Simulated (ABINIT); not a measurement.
An input for ABINIT 10.8.3 (BaTiO3 (P4mm)):

```
acell 3*1.0 Angstrom
rprim 
  3.990480000000 0.000000000000 0.000000000000
  0.000000000000 3.990480000000 0.000000000000
  0.000000000000 0.000000000000 4.023030000000
ntypat 3
znucl 56 22 8
natom 5
typat 1 2 3 3 3
xred 
  0.000000000000 0.000000000000 0.000000000000
  0.500000000000 0.500000000000 0.522000000000
  0.500000000000 0.500000000000 0.979000000000
  0.500000000000 0.000000000000 0.488000000000
  0.000000000000 0.500000000000 0.488000000000
pp_dirpath "pseudos"
pseudos "Ba.upf, Ti.upf, O.upf"
ecut 38
ngkpt 4 4 4
nshiftk 1
shiftk 0 0 0
kptopt 1
chksymbreak 0
istwfk *1
occopt 1
irdwfk 1
optdriver 3
nband 56
ecuteps 3.2
inclvkb 2
awtr 1
symchi 1
irdqps 1
gwcalctyp 28
nqptdm 17
qptdm 
  0.2500000000 0.0000000000 0.0000000000
  0.5000000000 0.0000000000 0.0000000000
  0.2500000000 0.2500000000 0.0000000000
  0.5000000000 0.2500000000 0.0000000000
  0.5000000000 0.5000000000 0.0000000000
  0.0000000000 0.0000000000 0.2500000000
  0.2500000000 0.0000000000 0.2500000000
  0.5000000000 0.0000000000 0.2500000000
  0.2500000000 0.2500000000 0.2500000000
  0.5000000000 0.2500000000 0.2500000000
  0.5000000000 0.5000000000 0.2500000000
  0.0000000000 0.0000000000 0.5000000000
  0.2500000000 0.0000000000 0.5000000000
  0.5000000000 0.0000000000 0.5000000000
  0.2500000000 0.2500000000 0.5000000000
  0.5000000000 0.2500000000 0.5000000000
  0.5000000000 0.5000000000 0.5000000000
indata_prefix "in"
outdata_prefix "out"
tmpdata_prefix "tmp"
```

```sh
OMP_NUM_THREADS=1 mpirun -n 4 abinit run.abi > log; mrgscr < mrgscr.stdin
```

Q: Estimate wall time and host memory on 4 MPI ranks of Arm Neoverse V1, shared host.

It took 40 s; on shared hardware allow 20 s to 80 s. Peak host memory was 1.0 GiB.

[Paths, hosts, dates, memory and timing lines, banners, echoed tables and standing remarks are left out of the program output.]

[Logs are printed without paths, hosts, clocks, repeated set-up lines and the standing remarks that a program may print on its own settings, such as how far it seeks lower states.]

[Runs of the session that timed out or met a known fault of the program may be left out.]

[Hosts, paths, dates, database ids (printed as entryN), source tags and the programs' standing remarks are cut or masked in the printed files.]

[G0W0 gaps are taken among the corrected bands and points alone; a level outside them can change the order at an edge.]

[Where Ansatz stands beside ABINIT at settings called matched, ABINIT's density can come from a denser mesh and the files from another edition; pairs whose starting gaps differed by over 0.03 eV were left out, so agreement reads better than it is.]
